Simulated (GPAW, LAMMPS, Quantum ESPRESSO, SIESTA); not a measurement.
# Which run comes nearest? Regrown after partial melting: C with 5 % Si on C sites, (111) (192 atoms)

The cell holds 192 atoms: 182 C and 10 Si. Cell: a = 10.086 Å, b = 8.735 Å, c = 12.777 Å, α = 90.0°, β = 90.0°, γ = 90.0°. It derives from C (diamond C). A 2 x 1 x 2 block of diamond C (a = 3.566 Å), 5 % of C replaced at random by Si with its (111) planes normal to z; the lower 50 % held fixed, the rest melted at 8000 K for 10 ps and cooled to 500 K at 50 K/ps with the Tersoff potential (Tersoff, Phys. Rev. B 39, 5566 (1989)); then all atoms free for 10 ps at 500 K, the cell's length along z at zero stress. Regions: crystal, 96 atoms (94 C and 2 Si); remelted part, 96 atoms (88 C and 8 Si).

Geometry: as built.

The reference, a calculation:

* method: Kohn-Sham DFT, PBE, SSSP efficiency 1.3.0 pseudopotentials, plane waves (Quantum ESPRESSO 7.5); sssp-pbe-1.3.0-efficiency, cutoffs 45/360 Ry, Γ point
* r.m.s. force component: 1.383 eV/Å
* longest force: 5.783 eV/Å
* pressure: 27.66 GPa
* time: 5.5 min on 4 MPI ranks of Arm Neoverse V2, shared host
* CPU time: 22 min

Q: Estimate the differences from the reference, the CPU time and the memory of each run.
- QE PBE+D3(BJ), sssp-1.3.0-efficiency, 45/360 Ry (Quantum ESPRESSO 7.5; 4 MPI ranks)
- SIESTA PBE, SZP, shift 0.01 Ry, mesh 300 Ry (SIESTA 5.4.2; 4 MPI ranks)
- GPAW PBE, LCAO dzp, h 0.2 Å, other mixer settings (GPAW 26.7.0; 4 MPI ranks)
- SIESTA PBE, TZP, shift 0.01 Ry, mesh 300 Ry (SIESTA 5.4.2; 4 MPI ranks)
- GPAW PBE, LCAO dzp, h 0.2 Å (GPAW 26.7.0; 4 MPI ranks)
- GPAW PBE, LCAO dzp, h 0.25 Å (GPAW 26.7.0; 4 MPI ranks)
- SIESTA BLYP, PBE potentials, DZP, shift 0.01 Ry, mesh 300 Ry (SIESTA 5.4.2; 4 MPI ranks)
- SIESTA PBE, DZP, shift 0.01 Ry, mesh 300 Ry (SIESTA 5.4.2; 4 MPI ranks)
- GPAW PBE, LCAO szp(dzp), h 0.2 Å (GPAW 26.7.0; 2 MPI ranks)
- QE PBE, gbrv-1.5, 40/200 Ry (Quantum ESPRESSO 7.5; 4 MPI ranks)

Differences are against the plane-wave reference, forces as r.m.s. over components; share is that over the reference's r.m.s. force, slope the least-squares factor from reference forces to these. Total energies of different programs have different zeros and aren't compared.

| run | Δ force, r.m.s. (meV/Å) | share (%) | slope | Δ pressure (GPa) | cores | CPU time | memory (GiB) |
| --- | --- | --- | --- | --- | --- | --- | --- |
| reference | - | - | - | - | 4 | 22 min | 4.9 |
| QE PBE+D3(BJ), sssp-1.3.0-efficiency, 45/360 Ry | 2.24 | 0.162 | 1.000 | -5.79 | 4 | 22 min | 5.0 |
| SIESTA PBE, SZP, shift 0.01 Ry, mesh 300 Ry (coarse) | 367 | 26.6 | 1.139 | 16.6 | 4 | 14 min | 2.6 |
| GPAW PBE, LCAO dzp, h 0.2 Å, other mixer settings | 95.2 | 6.88 | 1.042 | - | 4 | 31 min | 4.4 |
| SIESTA PBE, TZP, shift 0.01 Ry, mesh 300 Ry | 113 | 8.16 | 1.038 | 5.31 | 4 | 35 min | 4.5 |
| GPAW PBE, LCAO dzp, h 0.2 Å | 94.2 | 6.81 | 1.042 | - | 4 | 22 min | 4.5 |
| GPAW PBE, LCAO dzp, h 0.25 Å (coarse) | 99.2 | 7.17 | 1.040 | - | 4 | 17 min | 3.9 |
| SIESTA BLYP, PBE potentials, DZP, shift 0.01 Ry, mesh 300 Ry | 160 | 11.6 | 1.046 | 21.3 | 4 | 21 min | 3.4 |
| SIESTA PBE, DZP, shift 0.01 Ry, mesh 300 Ry | 132 | 9.56 | 1.053 | 6.97 | 4 | 19 min | 3.4 |
| GPAW PBE, LCAO szp(dzp), h 0.2 Å (coarse) | 245 | 17.7 | 1.073 | - | 2 | 9.5 min | 2.2 |
| QE PBE, gbrv-1.5, 40/200 Ry | 10.6 | 0.769 | 1.002 | -0.903 | 4 | 15 min | 2.5 |

Rows marked coarse were listed beforehand as settings not expected to be converged; some can still land near the reference.

CPU time is summed over cores on a shared host, where runs went side by side, so it is rough. Symmetry, cutoffs, thresholds, outputs and thread counts weren't matched or tuned between programs; memory under MPI is the largest rank's times the ranks.

PBE on plane waves or a grid with other potentials, cutoffs or grids, coarse settings apart, differs from the reference by 0.77 % (QE PBE, gbrv-1.5, 40/200 Ry) of the r.m.s. force; this holds the reference's own error, so differences of a few per cent don't tell which side is nearer the exact PBE result. The PBE runs in local orbitals, coarse settings apart, differ by 6.8 % (GPAW PBE, LCAO dzp, h 0.2 Å) to 9.6 % (SIESTA PBE, DZP, shift 0.01 Ry, mesh 300 Ry); basis, grid and potentials can all enter. In the reference's own program, potentials and cutoffs, a change of model alone moves forces by 0.16 % (QE PBE+D3(BJ), sssp-1.3.0-efficiency, 45/360 Ry). Other rows with another functional or a dispersion term differ by 12 % (SIESTA BLYP, PBE potentials, DZP, shift 0.01 Ry, mesh 300 Ry), which mixes the change of model with differences of basis and potentials, some of them made for another functional. The network of bonds at the start is that of the classical potential that made the cell, and needn't be the one that DFT or experiment would give. The electronic-structure runs sample only Γ, in a cell whose shortest periodic width is 9 Å, which is coarse for a cell with partly filled levels.

[Hosts, paths, dates, database ids (printed as entryN), source tags and the programs' standing remarks are cut or masked in the printed files.]
